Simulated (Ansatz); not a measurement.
**A convergence test on CdS (Greenockite): k mesh of the density**

Wanted: the cheapest k mesh of the density that holds the PBE gap of CdS (Greenockite).

Main program and level: Ansatz 0.2.0; DFT, PBE, plane waves, PAW.

## Step 1: Set-up

Symmetry: P6_3mc, No. 186, hexagonal system. Conventional cell: a = 4.137 Å, b = 4.137 Å, c = 6.714 Å, α = 90.00°, β = 90.00°, γ = 120.00°. Cd has 4 S at 2.52 to 2.53 Å nearest. Nearest to S lie 4 Cd at 2.52 to 2.53 Å. Farther neighbours and most contacts between anions are not listed.

The cell and positions come from the Crystallography Open Database and are kept as given unless a step says otherwise. The default PAW set here is soft_2. Its files were made with PBE.

## Step 2: k mesh of the density: 3×3×2

Input file input.yaml:

```yaml
crystal:
  lattice:
    - [4.137, 0.0, 0.0]
    - [-2.0685, 3.5827470955, 0.0]
    - [0.0, 0.0, 6.7144]
  atoms:
    - { symbol: Cd, position: [0.6666666667, 0.3333333333, 0.0] }
    - { symbol: Cd, position: [0.3333333333, 0.6666666667, 0.5] }
    - { symbol: S, position: [0.6666666667, 0.3333333333, 0.375] }
    - { symbol: S, position: [0.3333333333, 0.6666666667, 0.875] }
kpoints:
  mp_grid: { grid: [3, 3, 2] }
  band_path:
    path:
      - [0.0, 0.0, 0.0]
      - [0.5, 0.0, 0.0]
      - [0.33333333, 0.33333333, 0.0]
      - [0.0, 0.0, 0.5]
      - [0.5, 0.0, 0.5]
      - [0.33333333, 0.33333333, 0.5]
    npoints: 1
hamiltonian:
  xc: pbe
scf:
  occupations: { method: fixed }
  n_extra_bands: 5
output:
  eigenvalues: true
```

Launch:

```
$ ansatz run input.yaml --threads 3 --pin off --max-ram 92160MiB --backend cuda --events-out ev --progress --plain --runs-dir out --devices 1 --max-vram 13GiB
```

Numbers of over 12 decimals in the logs are rounded to 6 here.

Log:

```text
scf.n_extra_bands = 5 over 26 filled bands (N_el = 52.0): the run solves 31 bands
GPUs: using 1 of 1 available (devices: 1).
Engine: ansatz 0.2.0, x86_64-unknown-linux-gnu
Pseudopotentials: kind: paw
Pseudopotential: Cd, paw, valence charge 20, recommended cutoff 420 eV (normal), Cd.paw.azcp
Pseudopotential: S, paw, valence charge 6, recommended cutoff 420 eV (normal), S.paw.azcp
Functional definition: PBE
  parameter kappa = 0.804
  parameter beta = 0.066725
  exchange = pbe_x(kappa = kappa, mu = beta*pi^2/3)
  correlation = pbe_c(beta = beta)
device memory: the entry about to start is reckoned to put 2.1 GiB on a device that reports 46.6 GiB free (of which the cap on the GPU budget leaves the run 13.0 GiB)
GPU FFT provider: cuFFT
GPU libraries: cuBLAS 13.8.2, cuFFT 12.4.0, cuSOLVER 12.3.4
Crystal: 4 atoms, lattice volume = 99.520 Å³
Basis set: ecut = 420 eV, 1943 PW (Γ)
Bands: 31, of which v1, the nominal top of the filled ones, is band 26 counted from 1 (25 counted from 0)
Symmetry: 12 space group operations
Space group: P63mc (ITA 186), of the structure as read, at distance tolerance 4.6e-5 Å
k-points: 6 of 18
Non-local potential: Cd, projectors of the file, l = 0: 3, l = 1: 2, l = 2: 2, l = 3: 1
Non-local potential: S, projectors of the file, l = 0: 2, l = 1: 2, l = 2: 2
PAW form: soft (Blöchl's): semilocal exchange-correlation on the pseudo side does not see the compensation charge
PAW one-centre angular grid: Cd, 590 points (default); XC on 64 Gauss nodes
PAW one-centre angular grid: S, 110 points (default); XC on 64 Gauss nodes
Initial density: superposition of atomic densities (neutral atoms: chi_scale 0, normalization atom), corrected by the library's trained network
Initial wavefunctions: pseudopotential atomic-orbital guess
GPU buffer pool allocated for 40500 grid points (all kernels)
GPU transforms: local potential and band sums: pruned to the plane-wave sphere, on 27×27×45
Functional: x = pbe(κ = 0.804, μ = 0.219515), c = pbe(β = 0.066725)
SCF iter   1: F=—  HF=-18315.463713 eV  |F-HF|=—  |Δ(HF+E_count)|=         —  Δρ=1.60e-3  dr2=3.26e-3  ethr=1.77e-3  ⟨swp⟩=4.7  Hψ=634  notcnv=0  defer=16
preconditioner: auto → Resta (q_TF=auto, 2.449 Å⁻¹)  ε∞=4.9  [insulator: Δε(μ)=1.213 eV  Ē_g=11.336 eV  n_scr=22 (ndim 8)  ℏωp=22.3 eV  f_vac=0.127  ε∞_Penn≈4.9]
SCF iter   2: F=—  HF=-18315.464615 eV  |F-HF|=—  |Δ(HF+E_count)|=   9.02e-4  Δρ=6.97e-4  dr2=5.73e-4  ethr=6.27e-6  ⟨swp⟩=2.0  Hψ=355  notcnv=0  defer=17
SCF iter   3: F=—  HF=-18315.465028 eV  |F-HF|=—  |Δ(HF+E_count)|=   4.13e-4  Δρ=2.31e-4  dr2=7.34e-5  ethr=1.10e-6  ⟨swp⟩=2.0  Hψ=271  notcnv=0  defer=17
SCF iter   4: F=—  HF=-18315.465990 eV  |F-HF|=—  |Δ(HF+E_count)|=   9.61e-4  Δρ=8.74e-5  dr2=8.61e-6  ethr=1.41e-7  ⟨swp⟩=2.3  Hψ=270  notcnv=0  defer=9
SCF iter   5: F=—  HF=-18315.465999 eV  |F-HF|=—  |Δ(HF+E_count)|=   9.49e-6  Δρ=3.11e-5  dr2=1.47e-6  ethr=1.66e-8  ⟨swp⟩=2.0  Hψ=284  notcnv=0  defer=13
SCF iter   6: F=—  HF=-18315.466001 eV  |F-HF|=—  |Δ(HF+E_count)|=   2.29e-6  Δρ=8.43e-6  dr2=1.01e-7  ethr=2.82e-9  ⟨swp⟩=2.0  Hψ=284  notcnv=0  defer=15
SCF iter   7: F=-18315.466002 eV  HF=-18315.466002 eV  |F-HF|=1.15e-8  |Δ(HF+E_count)|=   2.46e-7  Δρ=2.00e-6  dr2=5.60e-9  ethr=1.92e-10  ⟨swp⟩=7.5  Hψ=645  notcnv=0
SCF 1 converged in 7 iterations: F = -18315.466002 eV  dr2 = 5.60e-9
[...]
device memory: the entry about to start is reckoned to put 1.3 GiB on a device that reports 49.4 GiB free (of which the cap on the GPU budget leaves the run 13.0 GiB)
NSCF: frozen V_eff on 6 k-points
SCF converged after 7 iterations
Free energy (F): -18315.466002 eV
Harris-Foulkes:  -18315.466002 eV  (|F-HF|=1.15e-8)
Internal energy: -18315.466002 eV  (E = F + TS)
E sigma→0 (E₀):  -18315.466002 eV
Fermi energy:    6.909168 eV
--- Per-component energies (eV) ---
  E_band       = -1014.217414
  E_kinetic    = 1224.680503
  E_local      = -8044.100975  (includes V_loc(G=0)·N_el)
  E_nonlocal   = 124.316552
  E_hartree    = 3695.099657
  E_xc         = -548.064790
  E_vxc        = -618.589875  (∫ρ·V_xc dr)
  E_paw        = -9367.701195  (= ΣΔE_a)
  E_vpaw       = -1090.722536  (= ΣTr[D̂ρ^β])
  E_aug_tail   = 0.000032  (compensation charges beyond the density's cutoff)
  E_ewald      = -5399.695785
  E_smearing   = -0.000000  (= −TS)
  E_closure    = -0.000000  (closes the sum)
  Σ components = -18315.466002   (vs F -18315.466002, Δ=0.00e0)
--- Band table (eV; the first three rows and the last of 6) ---
  k-point 0: bands = [... 22 lower, 6.1368, 6.8598, 6.9092, 6.9092, 8.1072, 9.6830, 13.3372, 13.3372, ... 1 higher]
  k-point 1: bands = [... 22 lower, 6.5090, 6.5090, 6.5090, 6.5090, 9.7500, 9.7500, 13.0721, 13.0721, ... 1 higher]
  k-point 2: bands = [... 22 lower, 4.3717, 5.2730, 6.0714, 6.3507, 10.3350, 10.8893, 12.2552, 13.1046, ... 1 higher]
  k-point 5: bands = [... 22 lower, 4.4853, 4.4853, 5.7805, 5.7805, 11.2927, 11.2927, 12.9837, 12.9837, ... 1 higher]
```

It took 5.3 s on 1 × NVIDIA H100 80GB HBM3 (shared by 6 runs) with 3 threads of AMD EPYC 7R13 (Zen 3), shared host; peak memory 0.92 GiB.

Numbers from this step:

```
gap                  : 1.198 eV
valence top at       : Γ
conduction bottom at : Γ
least direct gap     : 1.198 eV
```

The gap is direct, at Γ.

## Step 3: k mesh of the density: 6×6×2

input.yaml, as its differences from that of step 2:

```diff
@@ -11,3 +11,3 @@
 kpoints:
-  mp_grid: { grid: [3, 3, 2] }
+  mp_grid: { grid: [6, 6, 2] }
   band_path:
```

Log:

```text
[...]
GPUs: using 1 of 1 available (devices: 1).
[...]
GPU FFT provider: cuFFT
GPU libraries: cuBLAS 13.8.2, cuFFT 12.4.0, cuSOLVER 12.3.4
Crystal: 4 atoms, lattice volume = 99.520 Å³
Basis set: ecut = 420 eV, 1943 PW (Γ)
Bands: 31, of which v1, the nominal top of the filled ones, is band 26 counted from 1 (25 counted from 0)
[... 1 set-up line as in the run before ...]
[...]
k-points: 14 of 72
[...]
--- Band table (eV; the first three rows and the last of 14) ---
  k-point 0: bands = [... 22 lower, 6.0969, 6.8244, 6.8662, 6.8662, 8.0854, 9.6690, 13.3240, 13.3240, ... 1 higher]
  k-point 1: bands = [... 22 lower, 6.4678, 6.4678, 6.4678, 6.4678, 9.7287, 9.7287, 13.0507, 13.0507, ... 1 higher]
  k-point 2: bands = [... 22 lower, 5.6736, 5.7824, 6.6202, 6.6820, 9.2237, 10.5252, 12.6143, 13.6757, ... 1 higher]
  k-point 13: bands = [... 22 lower, 4.4524, 4.4524, 5.7464, 5.7464, 11.2761, 11.2761, 12.9576, 12.9576, ... 1 higher]
[key lines of the parts left out:]
SCF converged after 6 iterations
Free energy (F): -18315.621335 eV
Fermi energy:    6.866230 eV
```

Wall time 6.2 s (1 × NVIDIA H100 80GB HBM3 (shared by 6 runs) with 3 threads); peak memory 0.9 GiB; 3 s of CPU time.

This step gave:

| Property | Result |
| --- | --- |
| gap | 1.219 eV |
| valence top at | Γ |
| conduction bottom at | Γ |
| least direct gap | 1.219 eV |

The gap is 1.219 eV, +0.021 eV from the run before at this level.

## Step 4: k mesh of the density: 6×6×4 (the default)

input.yaml, the sections that differ from step 3:

```yaml
kpoints:
  mp_grid: { grid: [6, 6, 4] }
  band_path:
    path:
      - [[0.0, 0.0, 0.0], [0.5, 0.0, 0.0], [0.33333333, 0.33333333, 0.0], [0.0, 0.0, 0.0], [0.0, 0.0, 0.5], [0.5, 0.0, 0.5], [0.33333333, 0.33333333, 0.5], [0.0, 0.0, 0.5]]
      - [[0.5, 0.0, 0.5], [0.5, 0.0, 0.0]]
      - [[0.33333333, 0.33333333, 0.5], [0.33333333, 0.33333333, 0.0]]
    npoints: 10
scf:
  occupations: { method: fermi_dirac, width: 0.02 }
  n_extra_bands: 5
output:
  eigenvalues: true
  write_density: true
  write_potential: true
  elf: true
  volumetric_format: npy
# crystal, hamiltonian: as in step 3
```

Log:

```text
[...]
GPUs: using 1 of 1 available (devices: 1).
[...]
GPU FFT provider: cuFFT
GPU libraries: cuBLAS 13.8.2, cuFFT 12.4.0, cuSOLVER 12.3.4
Crystal: 4 atoms, lattice volume = 99.520 Å³
Basis set: ecut = 420 eV, 1943 PW (Γ)
Bands: 31, of which v1, the nominal top of the filled ones, is band 26 counted from 1 (25 counted from 0)
[... 1 set-up line as in the run before ...]
[...]
--- Band table (eV; the first three rows and the last of 21) ---
  k-point 0: bands = [... 22 lower, 6.0976, 6.8235, 6.8671, 6.8671, 8.0855, 9.6692, 13.3244, 13.3244, ... 1 higher]
  k-point 1: bands = [... 22 lower, 6.2037, 6.2037, 6.7472, 6.7472, 8.9710, 9.7438, 13.1713, 13.3938, ... 1 higher]
  k-point 2: bands = [... 22 lower, 6.4686, 6.4686, 6.4686, 6.4686, 9.7289, 9.7289, 13.0502, 13.0502, ... 1 higher]
  k-point 20: bands = [... 22 lower, 4.4530, 4.4530, 5.7460, 5.7460, 11.2759, 11.2759, 12.9577, 12.9577, ... 1 higher]
[key lines of the parts left out:]
SCF converged after 6 iterations
Free energy (F): -18315.621972 eV
Fermi energy:    7.483841 eV
```

The job ended after 9.8 s (1 × NVIDIA H100 80GB HBM3 (shared by 6 runs) with 3 threads; peak memory 0.92 GiB).

Numbers from this step:

* gap: 1.218 eV
* valence top at: Γ
* conduction bottom at: Γ
* least direct gap: 1.218 eV

The gap is 1.218 eV, −0.001 eV from the run before at this level.

## Step 5: k mesh of the density: 12×12×6

input.yaml, the sections that differ from step 4:

```yaml
kpoints:
  mp_grid: { grid: [12, 12, 6] }
  band_path:
    path:
      - [0.0, 0.0, 0.0]
      - [0.5, 0.0, 0.0]
      - [0.33333333, 0.33333333, 0.0]
      - [0.0, 0.0, 0.5]
      - [0.5, 0.0, 0.5]
      - [0.33333333, 0.33333333, 0.5]
    npoints: 1
scf:
  occupations: { method: fixed }
  n_extra_bands: 5
output:
  eigenvalues: true
# crystal, hamiltonian: as in step 4
```

Log:

```text
[...]
GPUs: using 1 of 1 available (devices: 1).
[...]
GPU FFT provider: cuFFT
GPU libraries: cuBLAS 13.8.2, cuFFT 12.4.0, cuSOLVER 12.3.4
Crystal: 4 atoms, lattice volume = 99.520 Å³
Basis set: ecut = 420 eV, 1943 PW (Γ)
Bands: 31, of which v1, the nominal top of the filled ones, is band 26 counted from 1 (25 counted from 0)
[... 1 set-up line as in the run before ...]
[...]
--- Band table (eV; the first three rows and the last of 76) ---
  k-point 0: bands = [... 22 lower, 6.0963, 6.8224, 6.8657, 6.8657, 8.0848, 9.6688, 13.3239, 13.3239, ... 1 higher]
  k-point 1: bands = [... 22 lower, 6.1446, 6.2743, 6.8105, 6.8105, 8.5925, 9.7055, 13.3522, 13.3522, ... 1 higher]
  k-point 2: bands = [... 22 lower, 6.2787, 6.2787, 6.6627, 6.6627, 9.3123, 9.7780, 13.0017, 13.4589, ... 1 higher]
  k-point 75: bands = [... 22 lower, 4.4519, 4.4519, 5.7449, 5.7449, 11.2754, 11.2754, 12.9568, 12.9568, ... 1 higher]
[key lines of the parts left out:]
SCF converged after 6 iterations
Free energy (F): -18315.624382 eV
Fermi energy:    6.865679 eV
```

Wall time 4.2 s (1 × NVIDIA H100 80GB HBM3 (shared by 6 runs) with 3 threads); peak memory 0.94 GiB; 4.6 s of CPU time.

Numbers from this step:

- gap: 1.219 eV
- valence top at: Γ
- conduction bottom at: Γ
- least direct gap: 1.219 eV

The gap is 1.219 eV, +0.001 eV from the run before at this level.

## Step 6: The series

Differences are against the last row; a negative gap means that bands overlap, and a run with a band path holds that path's time. Times are wall times on 1 × NVIDIA H100 80GB HBM3 (shared by 6 runs) with 3 threads of AMD EPYC 7R13 (Zen 3), shared host, good to a factor of about two.

```
k mesh of the density  gap (eV)  direct gap (eV)  gap error (eV)  energy error (meV/atom)  irreducible k   time
                3×3×2     1.198            1.198          −0.021                    +39.6              6  5.3 s
                6×6×2     1.219            1.219         +0.0001                     +0.8             14  6.2 s
                6×6×4     1.218            1.218          −0.001                     +0.6             21  9.8 s
              12×12×6     1.219            1.219          +0.000                     +0.0             76  4.2 s
```

## Step 7: What came out

* 3×3×2: 1.198 eV
* 6×6×2: 1.219 eV
* 6×6×4: 1.218 eV
* 12×12×6: 1.219 eV

The gap holds to 0.02 eV from 6×6×2 on. At 3×3×2 the gap is off by −0.021 eV and the energy by +40 meV/atom. The gap is read over the mesh and added points near the edges, so meshes differ mainly through the density and, for a hybrid, the exchange operator.

[Paths, hosts, dates, memory and timing lines, banners, echoed tables and standing remarks are left out of the program output.]

[Logs are printed without paths, hosts, clocks, repeated set-up lines and the standing remarks that a program may print on its own settings, such as how far it seeks lower states.]

[Runs of the session that timed out or met a known fault of the program may be left out.]

[Cells called generated may have been cut or substituted from an entry of the Crystallography Open Database or the Materials Project.]

[Hosts, paths, dates, database ids (printed as entryN), source tags and the programs' standing remarks are cut or masked in the printed files.]
